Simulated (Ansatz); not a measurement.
# Sc3B (built on the sites of a database entry of La3In): a soft mode frozen in, part 2 of 3

Wanted: the energy along a soft mode of Sc3B (built on the sites of a database entry of La3In) and the structure at the end.

Ansatz 0.2.0; DFT PBEsol, scalar-relativistic, plane waves, PAW.

So far, highest frequency on the path or at a solved wavevector (cm⁻¹): step 2 (response at finite wavevector) 369. Also lowest frequency on the path (cm⁻¹): step 2 -90.7.

The structure was built from a prototype and need not be the compound's stable phase.

**6. Relaxation from the frozen mode**

Starting from the lowest point found, all atoms and the cell are let go, so that strain and other modes of the same symmetry can join in.

Contents of input.yaml:

```yaml
crystal:
  lattice:
    - [-4.0584555828, 0.0, 0.0]
    - [0.0, -4.0584555828, -4.0584555828]
    - [0.0, -4.0584555828, 4.0584555828]
  atoms:
    - { symbol: Sc, position: [1.0, 0.0, 0.5] }
    - { symbol: Sc, position: [1.0, 0.5, 0.0] }
    - { symbol: Sc, position: [0.5, 0.6760802554, 0.3239197446] }
    - { symbol: Sc, position: [0.5, 0.3239197446, 0.6760802554] }
    - { symbol: Sc, position: [0.5, 0.8239197446, 0.8239197446] }
    - { symbol: Sc, position: [0.5, 0.1760802554, 0.1760802554] }
    - { symbol: B, position: [0.0, 0.5, 0.5] }
    - { symbol: B, position: [0.0, 1.0, 1.0] }
kpoints:
  mp_grid: { grid: [8, 6, 6] }
hamiltonian:
  xc: pbesol
scf:
  occupations: { method: methfessel_paxton, width: 0.15 }
output:
  forces: true
  stress: true
  eigenvalues: true
  write_density: true
  write_potential: true
  elf: true
  volumetric_format: npy
relax:
  adjacent_minimum: "off"
  f_tol: 0.002
  max_steps: 120
  cell: { stress_tol: 0.03 }
```

Command:

```sh
ansatz run input.yaml --threads 8 --pin off --max-ram 14336MiB --backend cpu --events-out ev --progress --plain --runs-dir out
```

Numbers of over 12 decimals in the logs are rounded to 6 here.

The program printed:

```text
[...]
Crystal: 8 atoms, lattice volume = 133.694 Å³
Basis set: ecut = 420 eV, 2617 PW (Γ), exchange–correlation on 60×80×80 points (8 copies of the dense FFT grid, shifted against one another)
Bands: 44, of which v1, the nominal top of the filled ones, is band 36 counted from 1 (35 counted from 0)
Symmetry: 16 space group operations
[...]
k-points: 50 of 288
[...]
SCF iter   1: F=—  HF=-12972.491696 eV  |F-HF|=—  |Δ(HF+E_count)|=         —  Δρ=9.67e-3  dr2=1.90e-1  ethr=1.77e-3  ⟨swp⟩=5.4  Hψ=8723  notcnv=0
[...]
SCF iter   7: F=-12972.445525 eV  HF=-12972.445525 eV  |F-HF|=8.43e-9  |Δ(HF+E_count)|=   6.94e-8  S|Δr|=    0.00e0  Δρ=3.03e-6  dr2=1.65e-8  ethr=1.39e-10  ⟨swp⟩=8.6  Hψ=12433  notcnv=0
SCF 1 converged in 7 iterations: F = -12972.445525 eV  dr2 = 1.65e-8
[...]
relax step   1: F+E_penalty+E_count = -12972.44552479 eV  Δ(F+E_penalty+E_count) = +0.000e0 eV  max|allowed force component| = 2.715e-1 eV/Å  Δτ_max = 0.0000 Å  P = +4.929 GPa  Ω = 133.694 Å³  (7 SCF iters, dr2 threshold 1.00e-7 eV, accepted)
Crystal: 8 atoms, lattice volume = 140.958 Å³
Basis set: ecut = 420 eV, 2787 PW (Γ), exchange–correlation on 60×80×80 points (8 copies of the dense FFT grid, shifted against one another)
[...]
SCF iter   5: F=-12972.706608 eV  HF=-12972.706608 eV  |F-HF|=3.12e-7  |Δ(HF+E_count)|=   4.33e-6  S|Δr|=    0.00e0  Δρ=2.17e-5  dr2=7.02e-7  ethr=1.11e-9  ⟨swp⟩=8.0  Hψ=15066  notcnv=0
SCF 2 converged in 5 iterations: F = -12972.706608 eV  dr2 = 7.02e-7
[...]
relax step   2: F+E_penalty+E_count = -12972.70660778 eV  Δ(F+E_penalty+E_count) = -2.611e-1 eV  max|allowed force component| = 1.220e-1 eV/Å  Δτ_max = 0.0127 Å  P = -0.417 GPa  Ω = 140.958 Å³  energy of the carried Pulay correction = -1.906e-3 eV  (5 SCF iters, dr2 threshold 8.00e-7 eV, accepted)
Crystal: 8 atoms, lattice volume = 139.906 Å³
Basis set: ecut = 420 eV, 2739 PW (Γ), exchange–correlation on 60×80×80 points (8 copies of the dense FFT grid, shifted against one another)
[...]
SCF iter   6: F=-12972.771988 eV  HF=-12972.771988 eV  |F-HF|=1.76e-8  |Δ(HF+E_count)|=   1.85e-7  S|Δr|=    0.00e0  Δρ=5.58e-6  dr2=4.08e-8  ethr=1.11e-9  ⟨swp⟩=9.4  Hψ=13515  notcnv=0
SCF 3 converged in 6 iterations: F = -12972.771988 eV  dr2 = 4.08e-8
relax step   3: F+E_penalty+E_count = -12972.77198834 eV  Δ(F+E_penalty+E_count) = -6.538e-2 eV  max|allowed force component| = 9.902e-2 eV/Å  Δτ_max = 0.0242 Å  P = -0.013 GPa  Ω = 139.906 Å³  energy of the carried Pulay correction = -1.636e-3 eV  (6 SCF iters, dr2 threshold 8.00e-7 eV, accepted)
[...]
relax step   4: F+E_penalty+E_count = -12972.77595167 eV  Δ(F+E_penalty+E_count) = -3.963e-3 eV  max|allowed force component| = 5.888e-2 eV/Å  Δτ_max = 0.0316 Å  P = -0.288 GPa  Ω = 140.594 Å³  energy of the carried Pulay correction = -1.812e-3 eV  (6 SCF iters, dr2 threshold 6.13e-7 eV, accepted)
[...]
relax step   5: F+E_penalty+E_count = -12972.77795351 eV  Δ(F+E_penalty+E_count) = -2.002e-3 eV  max|allowed force component| = 7.195e-3 eV/Å  Δτ_max = 0.0119 Å  P = +0.030 GPa  Ω = 139.917 Å³  energy of the carried Pulay correction = -1.638e-3 eV  (5 SCF iters, dr2 threshold 3.34e-7 eV, accepted)
[...]
relax step   6: F+E_penalty+E_count = -12972.77796315 eV  Δ(F+E_penalty+E_count) = -9.641e-6 eV  max|allowed force component| = 1.062e-3 eV/Å  Δτ_max = 0.0012 Å  P = +0.003 GPa  Ω = 139.987 Å³  energy of the carried Pulay correction = -1.657e-3 eV  (5 SCF iters, dr2 threshold 5.34e-9 eV, accepted)
[...]
relax step   7: F+E_penalty+E_count = -12972.78117720 eV  Δ(F+E_penalty+E_count) = -3.214e-3 eV  max|allowed force component| = 9.612e-4 eV/Å  Δτ_max = 0.0000 Å  P = +0.022 GPa  Ω = 139.987 Å³  stress off target by 6.32e-2 GPa  SCF on the basis re-selected at this cell (its energy is not comparable with the rows above)  (6 SCF iters)
[...]
relax step   8: F+E_penalty+E_count = -12972.78118187 eV  Δ(F+E_penalty+E_count) = -4.673e-6 eV  max|allowed force component| = 3.382e-5 eV/Å  Δτ_max = 0.0001 Å  P = +0.001 GPa  Ω = 140.016 Å³  energy of the carried Pulay correction = -8.347e-6 eV  (5 SCF iters, dr2 threshold 9.99e-9 eV, accepted)
[...]
SCF iter   4: F=-12972.781194 eV  HF=-12972.781194 eV  |F-HF|=1.46e-11  |Δ(HF+E_count)|=  6.55e-11  S|Δr|=    0.00e0  Δρ=1.75e-7  dr2=2.86e-11  ethr=1.00e-12  ⟨swp⟩=3.7  Hψ=9468  notcnv=0
SCF 9 converged in 4 iterations: F = -12972.781194 eV  dr2 = 2.86e-11
relax step   9: F+E_penalty+E_count = -12972.78119360 eV  Δ(F+E_penalty+E_count) = -1.173e-5 eV  max|allowed force component| = 3.179e-5 eV/Å  Δτ_max = 0.0000 Å  P = +0.001 GPa  Ω = 140.016 Å³  stress off target by 2.66e-3 GPa  SCF on the basis re-selected at this cell (its energy is not comparable with the rows above)  (4 SCF iters)
[...]
SCF converged after 4 iterations
[...]
Free energy (F): -12972.781194 eV
[...]
Internal energy: -12972.785161 eV  (E = F + TS)
E sigma→0 (E₀):  -12972.782185 eV
Entropy (-TS):   0.003967 eV (0.496 meV/atom)
Fermi energy:    10.941616 eV
[...]
--- Forces (eV/Å), atoms counted from 1 ---
  atom   1  Sc    -0.00000000     0.00000000    -0.00000000
  atom   2  Sc    -0.00000000     0.00000000     0.00000000
  atom   3  Sc     0.00000000     0.00000000     0.00003179
  atom   4  Sc    -0.00000000    -0.00000000    -0.00003179
  atom   5  Sc     0.00000000    -0.00003179     0.00000000
  atom   6  Sc    -0.00000000     0.00003179    -0.00000000
  atom   7  B      0.00000000     0.00000000     0.00000000
  atom   8  B      0.00000000     0.00000000     0.00000000
  max |Σ_I F_I| component: 3.47e-18 eV/Å
--- Stress (GPa, compression-positive) ---
        0.002660       0.000000       0.000000
        0.000000      -0.000221      -0.000000
        0.000000      -0.000000      -0.000221
  P = ⅓ Tr σ = 0.0007 GPa (0.007 kbar)
--- Band table (eV; the first three rows and the last of 50) ---
  k-point 0: bands = [... 32 lower, 10.3703, 10.3703, 10.4727, 10.4995, 10.5065, 10.5065, 11.5328, 12.1201, ... 4 higher]
  k-point 1: bands = [... 32 lower, 9.9204, 10.1924, 10.4475, 10.4584, 10.7134, 10.9600, 11.4875, 12.0234, ... 4 higher]
  k-point 2: bands = [... 32 lower, 9.5898, 9.5976, 10.5377, 10.6604, 10.9660, 11.0245, 11.4464, 11.7049, ... 4 higher]
  k-point 49: bands = [... 32 lower, 10.0377, 10.0377, 10.8564, 10.8564, 11.5094, 11.5094, 11.8292, 11.8292, ... 4 higher]
--- Relaxed structure (7 steps of the walk, 7 accepted, 2 SCFs on fresh bases) ---
  F+E_penalty+E_count = -12972.78119360 eV   max|allowed force component| = 3.179e-5 eV/Å   (the final SCF, on the basis selected at the relaxed cell)
  cell:  # Å, volume = 140.0156 Å³
    - [-4.397334, 0, 0]
    - [0, -3.990052, -3.990052]
    - [0, -3.990052, 3.990052]
  atoms:
    - { symbol: Sc, position: [1.0, 0.0, 0.500000] }
    - { symbol: Sc, position: [1.0, 0.500000, 0.0] }
    - { symbol: Sc, position: [0.5, 0.672060, 0.327940] }
    - { symbol: Sc, position: [0.5, 0.327940, 0.672060] }
    - { symbol: Sc, position: [0.5, 0.827940, 0.827940] }
    - { symbol: Sc, position: [0.5, 0.172060, 0.172060] }
    - { symbol: B, position: [0, 0.500000, 0.500000] }
    - { symbol: B, position: [0, 1.000000, 1.000000] }
```

Wall time 22 s (8 threads of Arm Neoverse V2, shared host); peak memory 0.79 GiB.

The steps of the relaxation:

```csv
step,energy less that of the first step (eV),largest force component (eV/Å),pressure (GPa),volume (Å³)
1,0.0000,0.2715,4.93,133.69
2,-0.2611,0.1220,-0.42,140.96
3,-0.3265,0.0990,-0.01,139.91
4,-0.3304,0.0589,-0.29,140.59
5,-0.3324,0.0072,0.03,139.92
6,-0.3324,0.0011,0.00,139.99
7*,-0.3357,0.0010,0.02,139.99
8,-0.3357,0.0000,0.00,140.02
9*,-0.3357,0.0000,0.00,140.02
```

Relaxation steps marked * repeat the geometry before them on a plane-wave basis chosen anew for their cell, so energy and pressure can jump there.

The run keeps the 16 symmetry operations that it works with, so distortions that break them were not tested.

```csv
cell as run,before,after,change
a (Å),4.058,4.397,+8.3 %
b (Å),5.740,5.643,-1.7 %
c (Å),5.740,5.643,-1.7 %
volume (Å³/atom),16.71,17.50,+4.7 %
```

The atoms that moved most (Å, as changes of fractional coordinates times the final cell):

```csv
atom,dx,dy,dz,length
Sc4,0.000,0.000,-0.032,0.032
Sc3,0.000,0.000,0.032,0.032
Sc6,0.000,0.032,0.000,0.032
Sc5,0.000,-0.032,0.000,0.032
```

Final coordinates:

```cif
data_structure
_symmetry_space_group_name_H-M 'P 1'
_symmetry_Int_Tables_number 1
_cell_length_a 4.3973
_cell_length_b 5.6428
_cell_length_c 5.6428
_cell_angle_alpha 90.000
_cell_angle_beta 90.000
_cell_angle_gamma 90.000
_cell_volume 140.02
loop_
_atom_site_label
_atom_site_type_symbol
_atom_site_fract_x
_atom_site_fract_y
_atom_site_fract_z
_atom_site_occupancy
Sc1 Sc 0.00000 0.00000 0.50000 1
Sc2 Sc 0.00000 0.50000 0.00000 1
Sc3 Sc 0.50000 0.67206 0.32794 1
Sc4 Sc 0.50000 0.32794 0.67206 1
Sc5 Sc 0.50000 0.82794 0.82794 1
Sc6 Sc 0.50000 0.17206 0.17206 1
B7 B 0.00000 0.50000 0.50000 1
B8 B 0.00000 0.00000 0.00000 1
```

This step gave:

- pressure: 7.40e-4 GPa
- volume per atom: 17.50 Å³

ELF in the bc plane at fractional x = 0.000, with atoms of Sc and B within 0.2 Å of it. It is the smooth field of the valence electrons, not physical close to the nuclei.

Ten even steps from '0' (0.03) to '9' (0.82), each cell a mean:
```
0376227648516983
6675204786216998
8754211221025899
5433343322124566
1002578876432211
6411699987641025
7841699635762168
1761597103872284
4851476216983276
8620367679983147
3101346799974102
3344333456653222
8886410111123456
8998402564103577
4898316878404763
0488338417615860
```
Columns run along b (5.6 Å), rows up along c (5.6 Å). Atoms in or near the plane, at fractional coordinates: Sc at (0.00, 0.50), Sc at (0.50, 0.00), B at (0.50, 0.50), B at (0.00, 0.00).

Electrostatic potential energy in the bc plane at fractional x = 0.000, with atoms of Sc and B within 0.2 Å of it. With pseudopotentials it is smooth inside the atoms' cores, unlike the true potential.

Ten even steps from '0' (-56 eV) to '9' (14 eV), each cell a mean:
```
1489985102689972
6899987545899997
9999998878999999
9999999999999999
8999999999999998
6789999889999986
1479998436999852
0168996103899740
0268997214899851
4579998768999875
7899999999999988
9999999999999999
9999999889999999
8999997667899998
3699985214799984
0389974001689961
```
Columns run along b (5.6 Å; values clipped at the 3rd and 97th percentile), rows up along c (5.6 Å). Atoms in or near the plane, at fractional coordinates: Sc at (0.00, 0.50), Sc at (0.50, 0.00), B at (0.50, 0.50), B at (0.00, 0.00).

Valence density in the bc plane at fractional x = 0.000, with atoms of Sc and B within 0.2 Å of it. It is the smooth field of the valence electrons, not physical close to the nuclei.

Ten even steps from '0' (0.1 e/Å³) to '9' (7.2 e/Å³), each cell a mean:
```
0000003785100000
0000000232000000
0000000000000000
0000000000000000
0000000000000000
1000000000000001
7400000000000025
9610000000000038
8510000000000027
3200000000000003
0000000000000000
0000000000000000
0000000000000000
0000000110000000
0000002564000000
0000003897100000
```
Columns run along b (5.6 Å), rows up along c (5.6 Å). Atoms in or near the plane, at fractional coordinates: Sc at (0.00, 0.50), Sc at (0.50, 0.00), B at (0.50, 0.50), B at (0.00, 0.00).

The distorted start has space group P4/mbm; the relaxation ends in P4/mbm.

**7. The new phase in its own primitive cell**

The relaxed structure is symmetrised, reduced to its primitive cell and relaxed tightly, as its phonons need.

Contents of input.yaml:

```yaml
crystal:
  lattice:
    - [5.6427850869, 0.0, 0.0]
    - [0.0, 5.6427850869, 0.0]
    - [0.0, 0.0, 4.3973343618]
  atoms:
    - { symbol: Sc, position: [0.0, 0.0, 0.0] }
    - { symbol: Sc, position: [0.5, 0.5, 0.0] }
    - { symbol: Sc, position: [0.6720595828, 0.8279404172, 0.5] }
    - { symbol: Sc, position: [0.3279404172, 0.1720595828, 0.5] }
    - { symbol: Sc, position: [0.8279404172, 0.3279404172, 0.5] }
    - { symbol: Sc, position: [0.1720595828, 0.6720595828, 0.5] }
    - { symbol: B, position: [0.5, 0.0, 0.0] }
    - { symbol: B, position: [0.0, 0.5, 0.0] }
kpoints:
  mp_grid: { grid: [6, 6, 8] }
hamiltonian:
  xc: pbesol
scf:
  occupations: { method: methfessel_paxton, width: 0.15 }
output:
  forces: true
  stress: true
  eigenvalues: true
relax:
  adjacent_minimum: "off"
  f_tol: 0.001
  max_steps: 60
  cell: { stress_tol: 0.01 }
```

The program printed:

```text
[...]
Crystal: 8 atoms, lattice volume = 140.016 Å³
Basis set: ecut = 420 eV, 2755 PW (Γ), exchange–correlation on 80×80×60 points (8 copies of the dense FFT grid, shifted against one another)
Bands: 44, of which v1, the nominal top of the filled ones, is band 36 counted from 1 (35 counted from 0)
Symmetry: 16 space group operations
[...]
k-points: 50 of 288
[...]
- [0.0, 0.0, 4.3973343618]
  atoms:
    - { symbol: Sc, position: [0.0, 0.0, 0.0] }
    - { symbol: Sc, position: [0.500000, 0.500000, 0.0] }
    - { symbol: Sc, position: [0.672060, 0.8279404172, 0.500000] }
    - { symbol: Sc, position: [0.327940, 0.172060, 0.500000] }
    - { symbol: Sc, position: [0.8279404172, 0.327940, 0.500000] }
    - { symbol: Sc, position: [0.172060, 0.672060, 0.500000] }
    - { symbol: B, position: [0.500000, 0.0, 0.0] }
    - { symbol: B, position: [0.0, 0.500000, 0.0] }
[key lines of the parts left out:]
SCF converged after 6 iterations
Free energy (F): -12972.781194 eV
Fermi energy:    10.941616 eV
P = ⅓ Tr σ = 0.0007 GPa (0.007 kbar)
```

Run time: 5.2 s. Hardware: 8 threads; peak memory 0.77 GiB; 38 s of CPU time.

Little changed from the start: no atom moved by 0.005 Å and no cell edge by 0.1 %.

The largest force component left is 0.022 meV/Å and the pressure is 0.001 GPa, within the tolerances set. The cell now holds 17.50 Å³/atom.

(Continued in part 3 of 3.)

[Logs are printed without paths, hosts, clocks, repeated set-up lines and the standing remarks that a program may print on its own settings, such as how far it seeks lower states.]

[Hosts, paths, dates, database ids (printed as entryN), source tags and the programs' standing remarks are cut or masked in the printed files.]
